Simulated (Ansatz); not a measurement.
# AlN (F-43m): phonons and vibrational spectra, part 2 of 3

Wanted: phonon frequencies of AlN (F-43m) and what follows from them.

Ansatz 0.2.0; DFT LDA, scalar-relativistic, plane waves, PAW; PAW set soft_1.

So far. Step 3 (Relaxing to small forces for the phonons): The forces vanish by symmetry and the pressure is 0.002 GPa, within the tolerances set. The cell now holds 10.23 Å³/atom. The relaxed cell has a = 4.342 Å (conventional setting).

## (4) Modes at Γ

The zone centre comes first: it holds the modes that light can see, as far as symmetry allows. The response to a homogeneous field gives the Born charges and the dielectric tensor, and its change with displacement the Raman tensors.

The input, input.yaml:

```yaml
crystal:
  lattice:
    - [0.0, 2.1710348887, 2.1710348887]
    - [2.1710348887, 0.0, 2.1710348887]
    - [2.1710348887, 2.1710348887, 0.0]
  atoms:
    - { symbol: Al, position: [0.0, 0.0, 0.0] }
    - { symbol: "N", position: [0.75, 0.75, 0.75] }
kpoints:
  mp_grid: { grid: [8, 8, 8] }
hamiltonian:
  xc: lda
  pseudopotentials: { kind: paw, azcp: { folder: soft_1 }, xc_functional: pbe }
scf:
  occupations: { method: fixed }
output:
  eigenvalues: true
phonons:
  method: dfpt
  dielectric: true
  rigid_motions: translations
  raman: true
```

The run is started by

```
$ ansatz run input.yaml --threads 4 --pin off --max-ram 10240MiB --backend cpu --events-out ev --progress --plain --runs-dir out
```

Numbers of over 12 decimals in the logs are rounded to 6 here.

Output:

```text
[...]
Crystal: 2 atoms, lattice volume = 20.466 Å³
Basis set: ecut = 420 eV, 411 PW (Γ), exchange–correlation on 48×48×48 points (8 copies of the dense FFT grid, shifted against one another)
Bands: 8, of which v1, the nominal top of the filled ones, is band 4 counted from 1 (3 counted from 0)
Symmetry: 24 space group operations
k-points: 95 of 512 (irreducible under 4 space group operations, time reversal used)
[...]
SCF iter   1: F=—  HF=-891.330789 eV  |F-HF|=—  |Δ(HF+E_count)|=         —  Δρ=1.37e-1  dr2=4.64e0  ethr=3.10e-3  ⟨swp⟩=4.2  Hψ=4961  notcnv=0  defer=6
[...]
SCF iter   8: F=-889.811042 eV  HF=-889.811042 eV  |F-HF|=3.41e-13  |Δ(HF+E_count)|=  2.14e-10  Δρ=1.38e-7  dr2=1.49e-12  ethr=1.25e-12  ⟨swp⟩=6.0  Hψ=3495  notcnv=0
SCF 1 converged in 8 iterations: F = -889.811042 eV  dr2 = 1.49e-12
[...]
DFPT response loops at Γ: preconditioner auto → none (the input reference at scf.mixing.eps_inf says where Resta's filter doesn't serve); β = 0.50; Broyden in place of MSR1
── the response to a field inside a basis, on 10×10×10 k-points: an SCF that follows is theirs, and a resumed run solves both again ──
Bands: 5, of which v1, the nominal top of the filled ones, is band 4 counted from 1 (3 counted from 0)
k-points: 110
[...]
Eigensolver: Dense (110 Hₖ)
SCF iter   1: F=—  HF=-889.813615 eV  |F-HF|=—  |Δ(HF+E_count)|=         —  Δρ=5.28e-4  dr2=7.20e-6  ethr=1.00e-1
[...]
SCF iter   5: F=-889.813616 eV  HF=-889.813616 eV  |F-HF|=4.55e-13  |Δ(HF+E_count)|=  3.37e-10  Δρ=1.36e-7  dr2=8.84e-13  ethr=3.78e-11
SCF 1 converged in 5 iterations: F = -889.813616 eV  dr2 = 8.84e-13
[...]
SCF converged after 8 iterations
Free energy (F): -889.811042 eV
[...]
Internal energy: -889.811042 eV  (E = F + TS)
E sigma→0 (E₀):  -889.811042 eV
Fermi energy:    6.855952 eV
[...]
--- Band table (eV; the first three rows and the last of 95) ---
[...]
--- Phonons (Γ-DFPT): 2 representative perturbations + reference, on 95 of 512 k-points (Σ response iterations 6) ---
  k mesh reduced under 4 symmetry operations, with k and −k counted as one. Each operation leaves every solved perturbation unchanged. A smaller set is not considered because the run solves the response to a homogeneous field
  ASR residual: 8.136e-5 → 0.000e0 eV/Å²; symmetrization residual: 1.249e-7 eV/Å²
  ASR residual per site (eV/Å²): 2.53e-5 8.14e-5
  Γ frequencies (cm⁻¹): 0.00 0.00 0.00 665.01 665.01 665.01
  ε∞ (high-frequency dielectric tensor):
        4.539382     0.000000    -0.000000
        0.000000     4.539382     0.000000
       -0.000000     0.000000     4.539382
  ε⁰ (static dielectric tensor: ions relaxed, cell fixed):
        8.355364    -0.000000     0.000000
       -0.000000     8.355364     0.000000
        0.000000     0.000000     8.355364
  ε⁰ − ε∞ (ionic part):
        3.815983    -0.000000     0.000000
       -0.000000     3.815983     0.000000
        0.000000     0.000000     3.815983
  softest optical mode at Γ: 665.01 cm⁻¹; the repairs (sum rule, projections) moved no ω² at Γ by more than (1.26 cm⁻¹)²
  Born effective charges Z* (e; rows j = field, columns β = displacement):
    site 0:
         2.54397   -0.00000    0.00000
         0.00000    2.54397    0.00000
         0.00000    0.00000    2.54397
    site 1:
        -2.54397    0.00000   -0.00000
        -0.00000   -2.54397   -0.00000
        -0.00000   -0.00000   -2.54397
  Z* charge neutrality: 8.298e-4 e pre-enforcement
  solved inside a basis spanned on kpoints, on 10×10×10 k-points transformed towards the longest dipole: ε∞ is read to err by 1.1e-2, Z* by 8.8e-3 e (field_mesh: kpoints solves on kpoints); Z* is corrected for what the basis lacks
  Raman tensors (in the event stream and the table raman_tensors.tsv): an entry may err by 7.2e-4 Å², one of the second-order susceptibility by 1.4e-3 pm/V (basis, points and sum rule); their sum over the sites missed zero by 1.375e-6 Å² ahead of its enforcement
  optical modes at Γ without the LO–TO term, one row a degenerate level:
      ω (cm⁻¹)  modes    IR ((D/Å)²/amu)  static Raman (Å⁴/amu)  depolarisation
        665.01      3            48.5799                16.1300           0.750
  optical modes at Γ + LO–TO along q̂ = [1.0000, 0.0000, 0.0000]:
      ω (cm⁻¹)  modes    IR ((D/Å)²/amu)  static Raman (Å⁴/amu)  depolarisation
        665.01      2            32.3866                10.7533           0.750
        902.22      1            16.1933                 4.9432           0.750
  optical modes at Γ + LO–TO along q̂ = [0.0000, 1.0000, 0.0000]:
      ω (cm⁻¹)  modes    IR ((D/Å)²/amu)  static Raman (Å⁴/amu)  depolarisation
        665.01      2            32.3866                10.7533           0.750
        902.22      1            16.1933                 4.9432           0.750
  optical modes at Γ + LO–TO along q̂ = [0.0000, 0.0000, 1.0000]:
      ω (cm⁻¹)  modes    IR ((D/Å)²/amu)  static Raman (Å⁴/amu)  depolarisation
        665.01      2            32.3866                10.7533           0.750
        902.22      1            16.1933                 4.9432           0.750
```

The job ended after 12 s (4 threads of AMD EPYC 9R14 (Zen 4), shared host; peak memory 0.67 GiB; 41 s of CPU time).

This step gave:

```
sum-rule residual before enforcement                    : 8.14e-5 eV/Å²
miss of the charge sum rule                             : 8.30e-4 e
estimated error of the dielectric tensor                : 0.01139
estimated error of the Born charges                     : 0.008841 e
point group                                             : -43m
highest optical mode at the zone centre (no LO-TO term) : 665.0 cm⁻¹
lowest optical zone-centre mode                         : 665.0 cm⁻¹
mean high-frequency dielectric constant                 : 4.539
largest Born charge (third of the trace)                : 2.544 e
mean static dielectric constant                         : 8.355
top of the zone-centre spectrum with the field          : 902.2 cm⁻¹
```

Without the LO-TO term. Patterns of degenerate modes are one choice out of their space. Modes at Γ, with each element's share of the kinetic energy:

```
mode  frequency (cm⁻¹)  symmetry  Al %  N %
   1               0.0  acoustic    66   34
   2               0.0  acoustic    66   34
   3               0.0  acoustic    66   34
   4             665.0        T2    34   66
   5             665.0        T2    34   66
   6             665.0        T2    34   66
```

Displacements in mode 6 (665.0 cm⁻¹), the largest set to 1:
```
Al1  0.00 -0.52  0.00
N2   0.00  1.00  0.00
```

Optical modes at the zone centre, without and with the macroscopic field of the longitudinal modes; each column is sorted by frequency, so a row need not hold one and the same mode. Modes with and without the field, by row:

```
rank among optical modes  no field (cm⁻¹)  q along (1, 0, 0) (cm⁻¹)
                       1              665                       665
                       2              665                       665
                       3              665                     902.2
```

Born charge (rows field, columns displacement) (e), principal values of the symmetric part by kind of site:

```
atom  atoms with these values    low  middle   high   mean
 Al1                        1   2.54    2.54   2.54   2.54
  N2                        1  -2.54   -2.54  -2.54  -2.54
```

In full for Al1:

```
2.54 0.00 0.00
0.00 2.54 0.00
0.00 0.00 2.54
```

High-frequency dielectric tensor:

```
4.54 0.00 0.00
0.00 4.54 0.00
0.00 0.00 4.54
```

Static dielectric tensor (ions relaxed, fixed cell):

```
8.36 0.00 0.00
0.00 8.36 0.00
0.00 0.00 8.36
```

Transverse modes. Infrared lines, with heights relative to the strongest:

```
position (cm⁻¹)  label  relative intensity
            665     T2                 100
```

Activity x (w_L - w)^4 (n + 1)/w, 532 nm, 300 K; modes without the macroscopic field alone. Raman lines, with heights relative to the strongest:

```
position (cm⁻¹)  label  relative intensity
            665     T2                 100
```

Static second-order susceptibility (pm/V), twice the coefficient d of second-harmonic generation. Second order susceptibility, by row:

```
field along  xx  yy  zz    yz    xz    xy
          x   0   0   0  0.39     0     0
          y   0   0   0     0  0.39     0
          z   0   0   0     0     0  0.39
```

Before it was imposed, the acoustic sum rule was missed by 8.1e-5 eV/Å² and the charge sum rule by 8.3e-4 e. Small misses are needed for a sound result but don't prove that mesh and cutoff are converged. The lowest optical mode is real, 665 cm⁻¹.

(Continued in part 3 of 3.)

[Logs are printed without paths, hosts, clocks, repeated set-up lines and the standing remarks that a program may print on its own settings, such as how far it seeks lower states.]

[Hosts, paths, dates, database ids (printed as entryN), source tags and the programs' standing remarks are cut or masked in the printed files.]
